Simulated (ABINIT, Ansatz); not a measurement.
**BH3 (Pm-3m): zone-centre phonons**

Which modes does BH3 (Pm-3m) have at the zone centre?

Calculated with ABINIT 10.8.3; DFT LDA, scalar-relativistic, plane waves, PseudoDojo norm-conserving pseudopotentials.

The structure was built from a prototype and need not be the compound's stable phase.

### 1. The structure

It takes space group Pm-3m (No. 221, cubic). Conventional cell: a = 2.782 Å, b = 2.782 Å, c = 2.782 Å, α = 90.00°, β = 90.00°, γ = 90.00°. B has 6 H at 1.39 Å nearest. Nearest to H lie 2 B at 1.39 Å. Farther neighbours are not listed.

Coordinates:

```cif
data_structure
_symmetry_space_group_name_H-M 'Pm-3m'
_symmetry_Int_Tables_number 221
_cell_length_a 2.7817
_cell_length_b 2.7817
_cell_length_c 2.7817
_cell_angle_alpha 90.000
_cell_angle_beta 90.000
_cell_angle_gamma 90.000
_cell_volume 21.52
loop_
_atom_site_label
_atom_site_type_symbol
_atom_site_symmetry_multiplicity
_atom_site_Wyckoff_symbol
_atom_site_fract_x
_atom_site_fract_y
_atom_site_fract_z
_atom_site_occupancy
B1 B 1 a 0.00000 0.00000 0.00000 1
H1 H 3 d 0.50000 0.00000 0.00000 1
```

### 2. Relaxation

The harmonic expansion needs vanishing forces, and a free crystal bears no stress, so cell and atoms are brought to rest. Stress is more sensitive to the basis than forces are: the last 3 Ha under the cutoff are smoothed with ecutsm, and the cutoff is raised above that of the later runs.

The starting cell comes from a relaxation made beforehand in Ansatz (LDA, PseudoDojo NC).

Input file relax.abi:

```
# relaxation
ionmov 2
optcell 2
dilatmx 1.08
ntime 40
tolmxf 1.0d-05
tolvrs 1.0d-14
prtwf 0
prtden 0
chksymtnons 0

# basis, mesh and filling
ecut 42.0
ecutsm 3.0
ngkpt 12 12 12
nshiftk 1
shiftk 0.0 0.0 0.0
istwfk *1
occopt 3
tsmear 0.01
nband 8
nstep 100
diemac 1000000.0
prtebands 0
prtgsr 0
useylm 1

# cell and atoms
acell 5.256650931 5.256650931 5.256650931
rprim 
    1.0 0.0 0.0
    0.0 1.0 0.0
    0.0 0.0 1.0
ntypat 2
znucl 5 1
natom 4
typat 1 2 2 2
xred 
    0.0 0.0 0.0
    0.5 0.0 0.0
    0.0 0.5 0.0
    0.0 0.0 0.5
pp_dirpath "./pseudo"
pseudos "B.upf, H.upf"
```

Run with:

```bash
$ OMP_NUM_THREADS=1 mpirun -n 4 abinit relax.abi > relax.log
```

Numbers of over 12 decimals in the logs are rounded to 6 here.

relax.abo, the main output file:

```text
[banners, grids, parts of the stress and lines that vanish by symmetry left out]
- input  file    -> relax.abi
- output file    -> relax.abo
- root for input  files -> relaxi
[...]
Symmetries : space group Pm -3 m (#221); Bravais cP (primitive cubic)
[...]
mpw =        2409          nfft =       46656          nkpt =          84
[...]
== DATASET  1 ==================================================================
[...]
cutoff_energies: {ecut:  42.0, pawecutdg:  -1.0, }
[...]
ETOT  1  -4.610598    -4.611E+00 1.404E-01 4.566E+01
 ETOT  2  -4.620822    -1.022E-02 5.005E-03 1.664E+00
 ETOT  3  -4.620903    -8.102E-05 6.141E-03 3.806E-02
 ETOT  4  -4.620904    -9.431E-07 2.707E-03 1.359E-04
 ETOT  5  -4.620904    -3.496E-09 1.189E-03 2.362E-06
[...]
At SCF step    9       vres2   =  4.14E-16 < tolvrs=  1.00E-14 =>converged.
[...]
sigma(1 1)= -2.07241989E-05  sigma(3 2)=  0.00000000E+00
  sigma(2 2)= -2.07241989E-05  sigma(3 1)=  0.00000000E+00
  sigma(3 3)= -2.07241989E-05  sigma(2 1)=  0.00000000E+00
[...]
convergence: {deltae: -2.212E-13, res2:  4.136E-16, residm:  9.404E-05, diffor: null, }
etotal    :  -4.62090367E+00
[...]
ETOT  1  -4.620908    -4.621E+00 7.423E-05 8.640E-03
[...]
At SCF step    7       vres2   =  2.06E-15 < tolvrs=  1.00E-14 =>converged.
[...]
sigma(1 1)= -1.40012647E-05  sigma(3 2)=  0.00000000E+00
  sigma(2 2)= -1.40012647E-05  sigma(3 1)=  0.00000000E+00
  sigma(3 3)= -1.40012647E-05  sigma(2 1)=  0.00000000E+00
[...]
convergence: {deltae: -6.128E-14, res2:  2.059E-15, residm:  1.177E-05, diffor: null, }
etotal    :  -4.62090838E+00
[...]
ETOT  1  -4.620910    -4.621E+00 5.623E-06 3.790E-02
[...]
ETOT  6  -4.620912    -4.103E-13 1.688E-06 6.596E-12
 ETOT  7  -4.620912     2.673E-13 4.026E-06 9.257E-15
 At SCF step    7       vres2   =  9.26E-15 < tolvrs=  1.00E-14 =>converged.
[...]
sigma(1 1)= -6.14284776E-08  sigma(3 2)=  0.00000000E+00
  sigma(2 2)= -6.14284776E-08  sigma(3 1)=  0.00000000E+00
  sigma(3 3)= -6.14284776E-08  sigma(2 1)=  0.00000000E+00
[...]
convergence: {deltae:  2.673E-13, res2:  9.257E-15, residm:  4.026E-06, diffor: null, }
etotal    :  -4.62091237E+00
[...]
At Broyd/MD step   3, gradients are converged :
[...]
sigma(1 1)= -6.14284776E-08  sigma(3 2)=  0.00000000E+00
  sigma(2 2)= -6.14284776E-08  sigma(3 1)=  0.00000000E+00
  sigma(3 3)= -6.14284776E-08  sigma(2 1)=  0.00000000E+00
[...]
- sigma(1 1)= -1.80728821E-03  sigma(3 2)=  0.00000000E+00
- sigma(2 2)= -1.80728821E-03  sigma(3 1)=  0.00000000E+00
- sigma(3 3)= -1.80728821E-03  sigma(2 1)=  0.00000000E+00
[...]
fcart     -0.0000000000E+00 -0.0000000000E+00 -0.0000000000E+00
           strten     -6.1428477574E-08 -6.1428477575E-08 -6.1428477575E-08
================================================================================

[key lines of the parts left out:]
pressure_GPa:   1.8073E-03
Total energy (etotal) [Ha]= -4.62091236902700E+00
```

Wall time 21 s (4 MPI ranks of Arm Neoverse V2, shared host); 84 s of CPU time.

Step by step:

```csv
step,energy less that of the first step (eV),largest force (eV/Å),volume (Å³)
1,0.0000,0.0000,21.52
2,-0.0001,0.0000,21.56
3,-0.0002,0.0000,21.65
```

```csv
"conventional cell, symmetrised",before,after,change
a (Å),2.782,2.787,+0.2 %
b (Å),2.782,2.787,+0.2 %
c (Å),2.782,2.787,+0.2 %
volume (Å³/atom),5.38,5.41,+0.6 %
```

This step gave:

- volume per atom: 5.412 Å³
- pressure: 0.001807 GPa
- gap on the k-mesh: 0 eV

The volume changes by +0.6 % from the cell with which this run began.

### 3. Ground state

The response is built on these wavefunctions, so the potential is converged far more tightly than an energy would need. Occupations are smeared.

Input file gs.abi:

```
# ground state
tolvrs 1.0d-16
prtden 1
prtwf 1
prtpot 1

# basis, mesh and filling
ecut 34.0
ngkpt 12 12 12
nshiftk 1
shiftk 0.0 0.0 0.0
istwfk *1
occopt 3
tsmear 0.01
nband 8
nstep 100
diemac 1000000.0
prtebands 0
prtgsr 0
useylm 1

# cell and atoms
acell 5.266764824 5.266764824 5.266764824
rprim 
    1.0 0.0 0.0
    0.0 1.0 0.0
    0.0 0.0 1.0
ntypat 2
znucl 5 1
natom 4
typat 1 2 2 2
xred 
    0.0 0.0 0.0
    0.5 0.0 0.0
    0.0 0.5 0.0
    0.0 0.0 0.5
pp_dirpath "./pseudo"
pseudos "B.upf, H.upf"
```

Run with:

```bash
$ OMP_NUM_THREADS=1 mpirun -n 4 abinit gs.abi > gs.log
```

gs.abo, the main output file:

```text
[banners, grids, parts of the stress and lines that vanish by symmetry left out]
- input  file    -> gs.abi
- output file    -> gs.abo
- root for input  files -> gsi
[...]
Symmetries : space group Pm -3 m (#221); Bravais cP (primitive cubic)
[...]
mpw =        1409          nfft =       27000          nkpt =          84
[...]
== DATASET  1 ==================================================================
[...]
cutoff_energies: {ecut:  34.0, pawecutdg:  -1.0, }
[...]
ETOT  1  -4.611978    -4.612E+00 5.331E-02 2.551E+01
 ETOT  2  -4.620655    -8.677E-03 1.244E-02 1.007E+00
 ETOT  3  -4.620742    -8.694E-05 1.225E-03 2.033E-02
 ETOT  4  -4.620743    -8.208E-07 1.118E-03 8.328E-05
 ETOT  5  -4.620743    -2.907E-09 1.824E-04 1.166E-06
[...]
ETOT  9  -4.620743    -8.882E-16 9.321E-05 1.707E-15
 ETOT 10  -4.620743     0.000E+00 3.786E-05 3.768E-18
 At SCF step   10       vres2   =  3.77E-18 < tolvrs=  1.00E-16 =>converged.
[...]
sigma(1 1)=  9.51950256E-06  sigma(3 2)=  0.00000000E+00
  sigma(2 2)=  9.51950256E-06  sigma(3 1)=  0.00000000E+00
  sigma(3 3)=  9.51950256E-06  sigma(2 1)=  0.00000000E+00
[...]
convergence: {deltae:  0.000E+00, res2:  3.768E-18, residm:  3.786E-05, diffor: null, }
etotal    :  -4.62074318E+00
[...]
sigma(1 1)=  9.51950256E-06  sigma(3 2)=  0.00000000E+00
  sigma(2 2)=  9.51950256E-06  sigma(3 1)=  0.00000000E+00
  sigma(3 3)=  9.51950256E-06  sigma(2 1)=  0.00000000E+00
[...]
- sigma(1 1)=  2.80073435E-01  sigma(3 2)=  0.00000000E+00
- sigma(2 2)=  2.80073435E-01  sigma(3 1)=  0.00000000E+00
- sigma(3 3)=  2.80073435E-01  sigma(2 1)=  0.00000000E+00
[...]
fcart     -0.0000000000E+00 -0.0000000000E+00 -0.0000000000E+00
           strten      9.5195025634E-06  9.5195025634E-06  9.5195025634E-06
================================================================================

[key lines of the parts left out:]
pressure_GPa:  -2.8007E-01
```

Run time: 7 s. Hardware: 4 MPI ranks; 27 s of CPU time.

Read from the output:

```
pressure : -0.2801 GPa
```

The cell stands at -0.28 GPa: the relaxation ran with a smoothed and higher cutoff, and the difference is a stress of the finite basis.

(Part 1 of 2 ends here.)

[Host names and launcher messages were left out of these logs when they were recorded.]

[Logs are printed without paths, hosts, clocks, repeated set-up lines and the standing remarks that a program may print on its own settings, such as how far it seeks lower states.]

[Hosts, paths, dates, database ids (printed as entryN), source tags and the programs' standing remarks are cut or masked in the printed files.]
